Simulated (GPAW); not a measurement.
# YTe (Fm-3m): the Y L₃ absorption edge, part 3 of 3

What does one-electron theory with a core hole give for the Y L₃ edge of YTe (Fm-3m)?

GPAW 26.7.0; X-ray absorption from dipole matrix elements to empty bands, plane-wave PAW LDA.

So far. Step 3 (Spectrum without a core hole, Y atom 2): Main maxima below 30 eV (height): 2.0 eV (3.24), 6.4 eV (1.16), 10.2 eV (0.73), 13.4 eV (0.80) and 23.6 eV (0.80). At an L edge the dipole rule selects empty d (and weakly s) states on the absorber, and the strong line at the onset measures the empty part of its d band. Step 5 (Spectrum with XCH, Y atom 2): Main maxima below 30 eV (height): 0.6 eV (4.02), 6.4 eV (0.91), 13.2 eV (0.75) and 23.0 eV (0.80). 

The database entry behind the starting cell differs from later determinations by our own check (0.1 to 0.3 % short, probably kX units), so it need not match the best structure at ambient conditions.

**8. Reference energy of the supercell**

Level of this step: plane-wave PAW DFT, LDA, self-consistent field (GPAW).

The cell, mesh and cutoff change for the next run, so it gets a reference energy of its own.

Contents of scf.py:

```python
import numpy as np
from ase import Atoms
from ase.parallel import parprint, paropen
from gpaw import GPAW, PW, FermiDirac, Mixer, MixerDif, setup_paths
from gpaw.test import gen
setup_paths.insert(0, '.')
gen('Y', name='nch2p', xcname='LDA', corehole=(2, 1, 0), write_xml=True)
from gpaw.mpi import world
world.barrier()

atoms = Atoms('Te4Y4',
    cell=[[0, -6.08, 0],
     [-6.08, 0, 0],
     [0, 0, -6.08]],
    scaled_positions=[[0, 0, 0],
     [0.5, 0, 0.5],
     [0, 0.5, 0.5],
     [0.5, 0.5, 0],
     [0.5, 0.5, 0.5],
     [0, 0.5, 0],
     [0.5, 0, 0],
     [0, 0, 0.5]],
    pbc=True)
atoms.calc = calc = GPAW(legacy_gpaw=True, mode=PW(600, force_complex_dtype=True), xc='LDA', setups={4: 'nch2p'},
    kpts={'size': (4, 4, 4), 'gamma': True}, occupations=FermiDirac(0.1),
    charge=0, mixer=Mixer(0.1, 5, 50), maxiter=150,
    convergence={'density': 0.0001, 'eigenstates': 1e-6}, txt='scf.txt')
energy = atoms.get_potential_energy() + calc.get_reference_energy()
ef = calc.get_fermi_level()
out = dict(energy=energy, fermi=ef, forces=atoms.get_forces().tolist())
parprint(f'all-electron energy {energy:.4f} eV, Fermi level {ef:.4f} eV')
ev = np.array([[calc.get_eigenvalues(k, s) for k in range(len(calc.get_ibz_k_points()))] for s in range(calc.get_number_of_spins())])
out['homo'], out['lumo'], out['counts'] = ev[ev < ef].max(), ev[ev > ef].min(), sorted(set((ev < ef).sum((0, 2)).tolist()))
out['filled'] = (ev[:, 0] < ef).sum(1).tolist()
import json
with paropen('out.json', 'w') as f:
    json.dump(out, f)
```

Command:

```
$ OMP_NUM_THREADS=1 mpirun -n 4 gpaw python scf.py
```

Numbers of over 12 decimals in the logs are rounded to 6 here.

The program printed:

```text
Input parameters:
  convergence: {density: 0.0001,
                eigenstates: 1e-06}
  kpts: {gamma: True,
         size: (4, 4, 4)}
  maxiter: 150
  mixer: {backend: pulay,
          beta: 0.1,
          method: separate,
          nmaxold: 5,
          weight: 50}
  mode: {ecut: 600.0,
         force_complex_dtype: True,
         name: pw}
  occupations: {fixmagmom: False,
                name: fermi-dirac,
[...]
5s(2) :    -0.155371     0.971849
4p(6) :    -1.027192     0.548140
5p(0) :    -0.054980     0.976393
4d(1) :    -0.097195     0.865310
*d    :     0.902805
--------------------------------

Diagonalizing with gridspacing h=0.050

state   all-electron     PAW
-------------------------------
4s:      -1.763072    -1.763529
4p:      -1.027192    -1.027856
4d:      -0.097195    -0.097523
*f:                    0.059866
-------------------------------
all-electron energy -1106549.4629 eV, Fermi level 8.5253 eV
[key lines of the parts left out:]
Converged after 16 iterations.
Dipole moment: (-0.000000, -0.000000, 0.000000) |e|*Ang
Free energy:    -47.993152
Fermi level: 8.52532
```

The job ended after 19 s (4 MPI ranks of Intel Xeon Platinum 8375C at 2.90GHz (Ice Lake), shared host; peak memory 0.25 GiB).

Reference energy: -1106549.463 eV with the cores included.

**9. Spectrum with XCH, Y atom 2**

A test of how far the result depends on this setting.

Changed against the first core-hole run: cutoff (eV) to 600.

Contents of xas.py:

```python
import numpy as np
from ase import Atoms
from ase.parallel import parprint, paropen
from gpaw import GPAW, PW, FermiDirac, Mixer, MixerDif, setup_paths
from gpaw.test import gen
setup_paths.insert(0, '.')
gen('Y', name='fch2p', xcname='LDA', corehole=(2, 1, 1), write_xml=True)
from gpaw.mpi import world
world.barrier()

atoms = Atoms('Te4Y4',
    cell=[[0, -6.08, 0],
     [-6.08, 0, 0],
     [0, 0, -6.08]],
    scaled_positions=[[0, 0, 0],
     [0.5, 0, 0.5],
     [0, 0.5, 0.5],
     [0.5, 0.5, 0],
     [0.5, 0.5, 0.5],
     [0, 0.5, 0],
     [0.5, 0, 0],
     [0, 0, 0.5]],
    pbc=True)
atoms.calc = calc = GPAW(legacy_gpaw=True, mode=PW(600, force_complex_dtype=True), xc='LDA', setups={4: 'fch2p'},
    kpts={'size': (4, 4, 4), 'gamma': True}, occupations=FermiDirac(0.1),
    charge=-1, mixer=Mixer(0.1, 5, 50), maxiter=150,
    convergence={'density': 0.0001, 'eigenstates': 1e-6}, txt='scf.txt')
energy = atoms.get_potential_energy() + calc.get_reference_energy()
ef = calc.get_fermi_level()
out = dict(energy=energy, fermi=ef, forces=atoms.get_forces().tolist())
parprint(f'all-electron energy {energy:.4f} eV, Fermi level {ef:.4f} eV')
ev = np.array([[calc.get_eigenvalues(k, s) for k in range(len(calc.get_ibz_k_points()))] for s in range(calc.get_number_of_spins())])
out['homo'], out['lumo'], out['counts'] = ev[ev < ef].max(), ev[ev > ef].min(), sorted(set((ev < ef).sum((0, 2)).tolist()))
out['filled'] = (ev[:, 0] < ef).sum(1).tolist()

from ase.units import Ha
from gpaw.xas import dipole_matrix_elements
nb = int(calc.get_number_of_electrons() / 2) + 156
top, nb = nb, nb + 8 + nb // 12
nscf = calc.fixed_density(kpts={'size': (4, 4, 4), 'gamma': True}, nbands=nb,
    convergence={'bands': top, 'eigenstates': 5e-3}, maxiter=60, txt='nscf.txt')
cell = atoms.cell.array
ops = [cell.T @ U.T @ np.linalg.inv(cell.T) for U in nscf.wfs.kd.symmetry.op_scc]
E = np.arange(-6, 34, 0.1)
fwhm = np.interp(E, [4, 25], [1.5, 3.5])
Y, X, zero, highest = 0, 0, 1e9, 1e9
for spin in range(nscf.get_number_of_spins()):
    wfs = nscf.wfs
    mine = wfs.bd.get_slice()  # this rank's bands
    A = dipole_matrix_elements(wfs.setups[4])
    eps = np.zeros((wfs.kd.nibzkpts, nb))
    d = np.zeros((3, A.shape[1], wfs.kd.nibzkpts, nb), complex)
    for kpt in wfs.kpt_u:
        if kpt.s == spin and 4 in kpt.P_ani:
            eps[kpt.k, mine] = kpt.eps_n * Ha
            d[:, :, kpt.k, mine] = (kpt.weight * wfs.nspins / 2) ** 0.5 * np.inner(A, kpt.P_ani[4])
    world.sum(eps)
    world.sum(d)
    T = np.einsum('amkn,bmkn->abkn', d, d.conj()).real
    T = sum(np.einsum('ai,ijkn,bj->abkn', R, T, R) for R in ops) / len(ops)
    empty = eps > ef
    zero, highest = min(zero, eps[empty].min()), min(highest, eps[:, top - 1].min())
    lines = [(eps, T, empty)] if spin == 0 else lines + [(eps, T, empty)]
for eps, T, empty in lines:
    f = np.einsum('aakn->akn', T).reshape(3, -1)
    x = eps.ravel() - zero
    w = np.interp(x, E, fwhm) / 2.35482
    g = np.exp(-0.5 * ((E[:, None] - x) / w) ** 2) / (w * (2 * np.pi) ** 0.5)
    Y = Y + (f * empty.ravel()) @ g.T
    X = X + (f * ~empty.ravel()) @ g.T
out.update(E=E.round(2).tolist(), xas=Y.tolist(), xes=X.tolist(), zero=zero, valid=highest - zero, nk=len(eps), nb=nb)
for i in range(0, len(E), 10):
    parprint(f'{E[i]:7.2f}', *(f'{v:10.3e}' for v in Y[:, i]))
import json
with paropen('out.json', 'w') as f:
    json.dump(out, f)
```

Command:

```
$ OMP_NUM_THREADS=1 mpirun -n 4 gpaw python xas.py
```

The program printed:

```text
Input parameters:
  charge: -1
  convergence: {density: 0.0001,
                eigenstates: 1e-06}
  kpts: {gamma: True,
         size: (4, 4, 4)}
  maxiter: 150
  mixer: {backend: pulay,
          beta: 0.1,
          method: separate,
          nmaxold: 5,
          weight: 50}
  mode: {ecut: 600.0,
         force_complex_dtype: True,
         name: pw}
  occupations: {fixmagmom: False,
[...]
*d    :     0.534913
--------------------------------

Diagonalizing with gridspacing h=0.050

state   all-electron     PAW
-------------------------------
4s:      -2.317952    -2.318410
4p:      -1.537864    -1.538528
4d:      -0.465087    -0.465594
*f:                   -0.036509
-------------------------------
all-electron energy -1104453.5428 eV, Fermi level 8.4913 eV
[...]
32.00  1.140e-05  1.140e-05  1.140e-05
  33.00  1.151e-05  1.151e-05  1.151e-05
[key lines of the parts left out:]
Converged after 29 iterations.
Dipole moment: (0.000000, 0.000000, -0.000000) |e|*Ang
Free energy:    -57.387870
Fermi level: 8.49129
```

Wall time 78 s (4 MPI ranks); peak memory 0.39 GiB.

| E (eV) | first run | this run |
| --- | --- | --- |
| -2.0 | 0.00 | 0.00 |
| -1.0 | 0.34 | 0.34 |
| 0.0 | 2.91 | 2.91 |
| 1.0 | 3.88 | 3.88 |
| 2.0 | 2.72 | 2.72 |
| 3.0 | 1.26 | 1.26 |
| 4.0 | 0.67 | 0.67 |
| 5.0 | 0.62 | 0.62 |
| 6.0 | 0.89 | 0.89 |
| 7.0 | 0.84 | 0.84 |
| 8.0 | 0.64 | 0.64 |
| 9.0 | 0.61 | 0.61 |
| 10.0 | 0.64 | 0.64 |
| 11.0 | 0.63 | 0.63 |
| 12.0 | 0.65 | 0.65 |
| 13.0 | 0.74 | 0.74 |
| 14.0 | 0.69 | 0.69 |
| 15.0 | 0.59 | 0.59 |
| 16.0 | 0.57 | 0.57 |
| 17.0 | 0.55 | 0.55 |
| 18.0 | 0.49 | 0.49 |
| 19.0 | 0.47 | 0.47 |
| 20.0 | 0.54 | 0.54 |
| 21.0 | 0.65 | 0.65 |
| 22.0 | 0.75 | 0.75 |
| 23.0 | 0.80 | 0.80 |
| 24.0 | 0.75 | 0.75 |
| 25.0 | 0.64 | 0.64 |
| 26.0 | 0.53 | 0.53 |
| 27.0 | 0.47 | 0.47 |
| 28.0 | 0.46 | 0.46 |
| 29.0 | 0.48 | 0.48 |
| 30.0 | 0.51 | 0.51 |
| 31.0 | 0.55 | 0.55 |
| 32.0 | 0.57 | 0.57 |

The scaled spectrum changes by 0 % r.m.s. The highest intensity below 24 eV stays at 0.6 eV.

The photon energy of the zero moves by -0.01 eV.

**10. With and without the hole**

Both curves are counted from their own zero, so only the shift of weight within the empty states shows.

| E (eV) | no hole | XCH |
| --- | --- | --- |
| -2.0 | 0.00 | 0.00 |
| -1.0 | 0.07 | 0.34 |
| 0.0 | 0.70 | 2.91 |
| 1.0 | 2.18 | 3.88 |
| 2.0 | 3.24 | 2.72 |
| 3.0 | 2.19 | 1.26 |
| 4.0 | 0.89 | 0.67 |
| 5.0 | 0.72 | 0.62 |
| 6.0 | 1.08 | 0.89 |
| 7.0 | 1.08 | 0.84 |
| 8.0 | 0.76 | 0.64 |
| 9.0 | 0.66 | 0.61 |
| 10.0 | 0.72 | 0.64 |
| 11.0 | 0.67 | 0.63 |
| 12.0 | 0.66 | 0.65 |
| 13.0 | 0.78 | 0.74 |
| 14.0 | 0.76 | 0.69 |
| 15.0 | 0.66 | 0.59 |
| 16.0 | 0.61 | 0.57 |
| 17.0 | 0.58 | 0.55 |
| 18.0 | 0.52 | 0.49 |
| 19.0 | 0.48 | 0.47 |
| 20.0 | 0.52 | 0.54 |
| 21.0 | 0.61 | 0.65 |
| 22.0 | 0.72 | 0.75 |
| 23.0 | 0.79 | 0.80 |
| 24.0 | 0.80 | 0.75 |
| 25.0 | 0.73 | 0.64 |
| 26.0 | 0.62 | 0.53 |
| 27.0 | 0.52 | 0.47 |
| 28.0 | 0.48 | 0.46 |
| 29.0 | 0.48 | 0.48 |
| 30.0 | 0.51 | 0.51 |
| 31.0 | 0.53 | 0.55 |
| 32.0 | 0.56 | 0.57 |

With each curve scaled to its own mean, the area from −2 to 6 eV with the hole is 12.8 against 10.5, and the centre of weight from −1 to 20 eV moves by -1.1 eV: the hole pulls the absorber's empty states down.

**11. Outcome**

```json
{"absorber and edge": "Y L₃, atom 2 of the ground-state input (counted from 1)", "surroundings": "6 Te at 3.04 Å (octahedral, site symmetry m-3m)", "highest intensity below 24 eV": "0.6 eV above the zero, height 4.02"}
```

What this shows: The Y L₃ edge of atom 2, with 6 Te at 3.04 Å (octahedral, site symmetry m-3m), has its highest intensity of the first 24 eV at 0.6 eV above the zero, 4.0 times the mean level of the first 20 eV (Gaussian full width 1.5 eV up to 4 eV, rising linearly to 3.5 eV at 25 eV). With each curve scaled to its own mean, the area from −2 to 6 eV with the hole is 12.8 against 10.5, and the centre of weight from −1 to 20 eV moves by -1.1 eV: the hole pulls the absorber's empty states down. A cell with holes 4.3 Å apart changes the curve by 11 % r.m.s. (11 % after the best shift). Changing the cutoff (eV) to 600 alters the shape by 0 % r.m.s., so this setting is converged. Only the L₃ part is meant: spin–orbit coupling of the core level isn't computed and the L₂ copy isn't added. The primitive cell holds an odd number of electrons, so a spin-paired run has to come out metallic; that is right for a metal, but some such compounds are magnetic or distorted insulators. The holes are only 6.1 Å apart, so the shape is probably not converged with cell size; no larger cell was run here. The structure is a published determination, not relaxed.

[Banner, clock and machine lines of the logs are left out without a mark of their own.]

[Logs are printed without paths, hosts, clocks, repeated set-up lines and the standing remarks that a program may print on its own settings, such as how far it seeks lower states.]

[Hosts, paths, dates, database ids (printed as entryN), source tags and the programs' standing remarks are cut or masked in the printed files.]

[Lists of maxima count a maximum above −3 eV only where it reaches 4 % of the highest in the window and stands out from its surroundings by 2 % of it (1.5 % where it reaches 55 %); shoulders and weaker maxima are passed over, and of the rest the first, up to two pre-edge ones and the few strongest are named.]
